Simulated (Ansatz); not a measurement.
**CoSn: optical spectrum from first principles**

Aim: the dielectric function of CoSn, and the optical constants that follow from it.

Main program and level: Ansatz 0.2.0; DFT, PBE, plane-wave PAW, default files, scalar-relativistic, independent-particle optical response without local fields.

**1. Starting point**

The structure is hexagonal, space group P6/mmm (No. 191). The conventional cell has a = 5.246 Å, b = 5.246 Å, c = 4.188 Å, α = 90.00°, β = 90.00°, γ = 120.00°. Nearest to Sn lie 6 Co at 2.62 Å. Nearest to Sn lie 6 Co at 2.58 Å. Nearest to Co lie 6 Sn at 2.58 to 2.62 Å and 4 Co at 2.62 Å. Farther neighbours are not listed.

**2. Ground state and bands**

The self-consistent density comes first; it also tells whether there is a gap, which decides the occupations and the need for a Drude term.

This step: DFT, PBE, plane-wave PAW, default files, scalar-relativistic, ground state (Ansatz 0.2.0).

Input file input.yaml:

```yaml
crystal:
  lattice:
    - [5.2460399276, 0.0, 0.0]
    - [-2.6230199638, 4.5432038466, 0.0]
    - [0.0, 0.0, 4.1875903]
  atoms:
    - { symbol: Sn, position: [0.0, 0.0, 0.0] }
    - { symbol: Sn, position: [0.3333333333, 0.6666666667, 0.5] }
    - { symbol: Sn, position: [0.6666666667, 0.3333333333, 0.5] }
    - { symbol: Co, position: [0.5, 0.0, 0.0] }
    - { symbol: Co, position: [0.5, 0.5, 0.0] }
    - { symbol: Co, position: [0.0, 0.5, 0.0] }
kpoints:
  mp_grid: { grid: [5, 5, 6] }
  band_path:
    path:
      - [[0.0, 0.0, 0.0], [0.5, 0.0, 0.0], [0.33333333, 0.33333333, 0.0], [0.0, 0.0, 0.0], [0.0, 0.0, 0.5], [0.5, 0.0, 0.5], [0.33333333, 0.33333333, 0.5], [0.0, 0.0, 0.5]]
      - [[0.5, 0.0, 0.5], [0.5, 0.0, 0.0]]
      - [[0.33333333, 0.33333333, 0.0], [0.33333333, 0.33333333, 0.5]]
    npoints: 6
scf:
  occupations: { method: fermi_dirac, width: 0.05 }
  n_extra_bands: 10
hamiltonian:
  xc: pbe
  pseudopotentials: { kind: paw }
output:
  forces: true
  stress: true
  populations: true
  write_bands: true
  write_density: true
  write_potential: true
  elf: true
  volumetric_format: npy
```

The run is started by

```bash
> ansatz run input.yaml --threads 4 --pin off --max-ram 8192MiB --backend cpu --events-out ev --progress --plain --runs-dir out
```

Numbers of over 12 decimals in the logs are rounded to 6 here.

Log:

```text
scf.n_extra_bands = 10 over 47 filled bands (N_el = 93.0): the run solves 57 bands
Engine: ansatz 0.2.0, aarch64-unknown-linux-gnu
Pseudopotentials: kind: paw
Pseudopotential: Sn, paw, valence charge 14, recommended cutoff 420 eV (normal), Sn.paw.azcp
Pseudopotential: Co, paw, valence charge 17, recommended cutoff 420 eV (normal), Co.paw.azcp
Functional definition: PBE
  parameter kappa = 0.804
  parameter beta = 0.066725
  exchange = pbe_x(kappa = kappa, mu = beta*pi^2/3)
  correlation = pbe_c(beta = beta)
Crystal: 6 atoms, lattice volume = 99.806 Å³
Basis set: ecut = 420 eV, 1939 PW (Γ), exchange–correlation on 72×72×60 points (8 copies of the dense FFT grid, shifted against one another)
Bands: 57, of which v1, the nominal top of the filled ones, is band 47 counted from 1 (46 counted from 0)
Symmetry: 24 space group operations
Space group: P6/mmm (ITA 191), of the structure as read, at distance tolerance 4.6e-5 Å
k-points: 20 of 150
Non-local potential: Sn, projectors of the file, l = 0: 2, l = 1: 2, l = 2: 2, l = 3: 2
Non-local potential: Co, projectors of the file, l = 0: 3, l = 1: 2, l = 2: 3, l = 3: 1
PAW form: soft (Blöchl's): semilocal exchange-correlation on the pseudo side does not see the compensation charge
PAW one-centre angular grid: Sn, 590 points (default); XC on 64 Gauss nodes
PAW one-centre angular grid: Co, 590 points (default); XC on 64 Gauss nodes
Initial density: superposition of atomic densities (neutral atoms: chi_scale 0, normalization atom), corrected by the library's trained network
Initial wavefunctions: pseudopotential atomic-orbital guess
Functional: x = pbe(κ = 0.804, μ = 0.219515), c = pbe(β = 0.066725)
SCF iter   1: F=—  HF=-33451.569452 eV  |F-HF|=—  |Δ(HF+E_count)|=         —  Δρ=9.66e-3  dr2=9.06e-2  ethr=1.77e-3  ⟨swp⟩=6.1  Hψ=4361  notcnv=0  defer=21
preconditioner: auto → LDOS  [metal: Δε(μ)=0.019 eV  Ē_g=14.680 eV  σ=0.050 eV  W_gap=0.10  n_scr=26 (ndim 8)  ℏωp=30.9 eV  f_vac=0.018  D(μ)=4.15/eV (n_scr^D=26)  β→1.0]
SCF iter   2: F=—  HF=-33451.570871 eV  |F-HF|=—  |Δ(HF+E_count)|=   1.42e-3  Δρ=1.27e-2  dr2=1.00e-1  ethr=9.74e-5  ⟨swp⟩=2.0  Hψ=1732  notcnv=0  defer=39
SCF iter   3: F=—  HF=-33451.559688 eV  |F-HF|=—  |Δ(HF+E_count)|=   1.12e-2  Δρ=4.84e-3  dr2=1.39e-2  ethr=9.74e-5  ⟨swp⟩=2.0  Hψ=1558  notcnv=0  defer=39
SCF iter   4: F=—  HF=-33451.557839 eV  |F-HF|=—  |Δ(HF+E_count)|=   1.85e-3  Δρ=6.67e-4  dr2=1.72e-4  ethr=1.50e-5  ⟨swp⟩=2.0  Hψ=1516  notcnv=0  defer=39
SCF iter   5: F=—  HF=-33451.557800 eV  |F-HF|=—  |Δ(HF+E_count)|=   3.94e-5  Δρ=1.81e-4  dr2=2.37e-5  ethr=1.84e-7  ⟨swp⟩=2.0  Hψ=1490  notcnv=0  defer=39
SCF iter   6: F=—  HF=-33451.557795 eV  |F-HF|=—  |Δ(HF+E_count)|=   5.44e-6  Δρ=6.61e-5  dr2=1.87e-6  ethr=2.55e-8  ⟨swp⟩=2.0  Hψ=1463  notcnv=0  defer=39
SCF iter   7: F=—  HF=-33451.557795 eV  |F-HF|=—  |Δ(HF+E_count)|=   2.54e-7  Δρ=2.22e-5  dr2=3.06e-7  ethr=2.01e-9  ⟨swp⟩=2.1  Hψ=1571  notcnv=0  defer=39
SCF iter   8: F=-33451.557795 eV  HF=-33451.557795 eV  |F-HF|=3.06e-8  |Δ(HF+E_count)|=   6.49e-8  Δρ=6.87e-6  dr2=3.69e-8  ethr=1.08e-10  ⟨swp⟩=13.4  Hψ=7761  notcnv=0
SCF 1 converged in 8 iterations: F = -33451.557795 eV  dr2 = 3.69e-8
  greatest PAW one-centre occupation: 1.001 electrons in one spin orbital (limit 2), on the Co atom at site 5 (counted from 0), in its partial waves of l = 1
NSCF: frozen V_eff on 57 k-points
SCF converged after 8 iterations
Free energy (F): -33451.557795 eV
Harris-Foulkes:  -33451.557795 eV  (|F-HF|=3.06e-8)
Internal energy: -33451.517618 eV  (E = F + TS)
E sigma→0 (E₀):  -33451.537707 eV
Entropy (-TS):   -0.040177 eV (-6.696 meV/atom)
Fermi energy:    15.141947 eV
--- Per-component energies (eV) ---
  E_band       = -947.287644
  E_kinetic    = 1935.459147
  E_local      = -13282.496210  (includes V_loc(G=0)·N_el)
  E_nonlocal   = 1282.168966
  E_hartree    = 6294.218836
  E_xc         = -1625.576130
  E_vxc        = -906.069566  (∫ρ·V_xc dr)
  E_paw        = -16973.856200  (= ΣΔE_a)
  E_vpaw       = -2564.760912  (= ΣTr[D̂ρ^β])
  E_aug_tail   = 0.000217  (compensation charges beyond the density's cutoff)
  E_ewald      = -11081.436245
  E_smearing   = -0.040177  (= −TS)
  E_closure    = -0.000000  (closes the sum)
  Σ components = -33451.557795   (vs F -33451.557795, Δ=0.00e0)
--- Forces (eV/Å), atoms counted from 1 ---
  atom   1  Sn     0.00000000     0.00000000     0.00000000
  atom   2  Sn     0.00000000    -0.00000000     0.00000000
  atom   3  Sn     0.00000000     0.00000000    -0.00000000
  atom   4  Co    -0.00000000     0.00000000     0.00000000
  atom   5  Co    -0.00000000     0.00000000     0.00000000
  atom   6  Co     0.00000000     0.00000000     0.00000000
  max |Σ_I F_I| component: 9.25e-18 eV/Å
--- Stress (GPa, compression-positive) ---
        3.900555       0.000000      -0.000000
        0.000000       3.900555       0.000000
       -0.000000       0.000000       4.626718
  P = ⅓ Tr σ = 4.1426 GPa (41.426 kbar)
--- Band table (eV; the first three rows and the last of 20) ---
  k-point 0: bands = [... 43 lower, 14.6982, 14.7495, 14.7495, 15.6834, 15.8040, 16.5718, 16.5718, 18.1341, ... 6 higher]
  k-point 1: bands = [... 43 lower, 14.7003, 14.7255, 14.7255, 15.6835, 15.7658, 16.1905, 16.1905, 17.9889, ... 6 higher]
  k-point 2: bands = [... 43 lower, 14.6808, 14.6888, 14.6888, 15.1370, 15.1370, 15.3655, 15.6839, 17.0611, ... 6 higher]
  k-point 19: bands = [... 43 lower, 14.4942, 14.5856, 14.5905, 14.6712, 15.0246, 16.0945, 17.3845, 18.6202, ... 6 higher]
--- Löwdin populations: 6 sites ---
  site symbol       q [e]
     0     Sn     14.1001
     1     Sn     14.1541
     2     Sn     14.1541
     3     Co     16.6692
     4     Co     16.6692
     5     Co     16.6692
  spilling = 0.006281 (of n_electrons = 93.000000)
```

The job ended after 4.8 s (4 threads of Arm Neoverse V2, shared host; peak memory 0.53 GiB; 18 s of CPU time).

This run has no spin polarisation, although Co can carry a moment.

This step gave:

| Property | Result |
| --- | --- |
| free energy | -33451.5578 eV |
| Fermi energy | 15.14 eV |
| electrons | 93 |
| symmetry operations | 24 |
| pressure | 4.143 GPa |
| volume | 99.81 Å³ |
| gap on the path | 0 eV |

There are states at the Fermi level within the smearing, so the occupations stay smeared and the carriers get a Drude term. The cell is left with a pressure of 4.1 GPa, as it stands unrelaxed at this level.

The electronic bands at the labelled points (eV, zero at the Fermi level; # counts the bands kept):

```
    point    #16    #17    #18    #19    #20    #21    #22   #23
        Γ  -0.44  -0.44  -0.39  -0.39   0.54   0.66   1.43  1.43
  halfway  -0.50  -0.41  -0.32   0.03   0.61   1.21   1.81  2.38
        M  -0.65  -0.42  -0.41   0.76   1.04   1.75   1.84  2.61
  halfway  -0.81  -0.50  -0.27   0.82   1.28   1.47   1.94  2.22
        K  -1.00  -0.59  -0.18   1.13   1.40   1.40   1.89  1.89
  halfway  -0.54  -0.46  -0.30   0.20   0.63   1.11   2.28  2.63
        Γ  -0.44  -0.44  -0.39  -0.39   0.54   0.66   1.43  1.43
  halfway  -0.44  -0.44  -0.44  -0.44   0.48   0.54   0.58  0.58
        A  -0.94  -0.51  -0.48  -0.48  -0.40  -0.40  -0.14  0.54
  halfway  -0.94  -0.56  -0.50  -0.45  -0.22  -0.18   0.25  0.92
        L  -0.95  -0.69  -0.49  -0.44  -0.40  -0.13   0.46  1.30
  halfway  -0.96  -0.66  -0.54  -0.51  -0.46  -0.12   0.81  1.97
        H  -0.77  -0.77  -0.61  -0.61  -0.49  -0.12   1.32  3.49
  halfway  -0.94  -0.56  -0.50  -0.47  -0.22  -0.16   0.41  1.26
        A  -0.94  -0.51  -0.48  -0.48  -0.40  -0.40  -0.14  0.54
jump to L  -0.95  -0.69  -0.49  -0.44  -0.40  -0.13   0.46  1.30
  halfway  -0.45  -0.43  -0.42  -0.41   0.05   0.52   1.74  1.80
        M  -0.65  -0.42  -0.41   0.76   1.04   1.75   1.84  2.61
jump to K  -1.00  -0.59  -0.18   1.13   1.40   1.40   1.89  1.89
  halfway  -0.85  -0.75  -0.16  -0.03  -0.03   0.27   1.71  1.98
        H  -0.77  -0.77  -0.61  -0.61  -0.49  -0.12   1.32  3.49
```

Electrostatic potential energy in the ab plane at fractional z = 0.000, with atoms of Sn and Co within 0.2 Å of it. With pseudopotentials it is smooth inside the atoms' cores, unlike the true potential.

Ten even steps from '0' (-50 eV) to '9' (21 eV), each cell a mean:
```
97787300488689
77887434788678
78998778998766
88899998888888
65689986568988
11589741158974
01688400168840
04897300489730
47997434799743
88888778999877
87788998889988
67678986568987
99778741158877
99688400168779
```
Atoms in or near the plane, at fractional coordinates: Sn at (0.00, 0.00), Co at (0.50, 0.00), Co at (0.50, 0.50), Co at (0.00, 0.50).

Valence density in the ab plane at fractional z = 0.000, with atoms of Sn and Co within 0.2 Å of it. It is the smooth field of the valence electrons, not physical close to the nuclei.

Values in e/Å³, 14 rows by 14 columns, each cell a mean:
```
 9  3  1  0  1  5 23 20  4  1  0  1  4 10
 2  1  0  0  1  3  5  2  1  0  0  1  2  4
 1  0  0  0  0  1  1  0  0  0  0  1  1  1
 0  0  0  0  0  0  0  0  0  0  0  0  0  0
 1  2  1  0  0  0  1  1  2  1  0  0  0  1
14  9  2  0  0  1  4 13  9  2  0  0  1  4
42 12  1  0  0  3 22 39 13  1  0  0  2 20
22  4  1  0  1  5 23 22  4  1  0  1  5 23
 3  1  0  0  1  3  5  3  1  0  0  1  3  5
 0  0  0  0  0  1  1  0  0  0  0  0  1  1
 0  1  0  0  0  0  0  0  0  0  0  0  0  0
 1  2  1  0  0  0  1  1  2  1  0  0  0  1
 7  6  2  1  0  1  4 12  9  2  0  0  1  3
15  7  1  0  0  3 22 42 14  1  0  1  2  9
```
Atoms in or near the plane, at fractional coordinates: Sn at (0.00, 0.00), Co at (0.50, 0.00), Co at (0.50, 0.50), Co at (0.00, 0.50).

[end of part 1 of 2]

[Logs are printed without paths, hosts, clocks, repeated set-up lines and the standing remarks that a program may print on its own settings, such as how far it seeks lower states.]

[Hosts, paths, dates, database ids (printed as entryN), source tags and the programs' standing remarks are cut or masked in the printed files.]
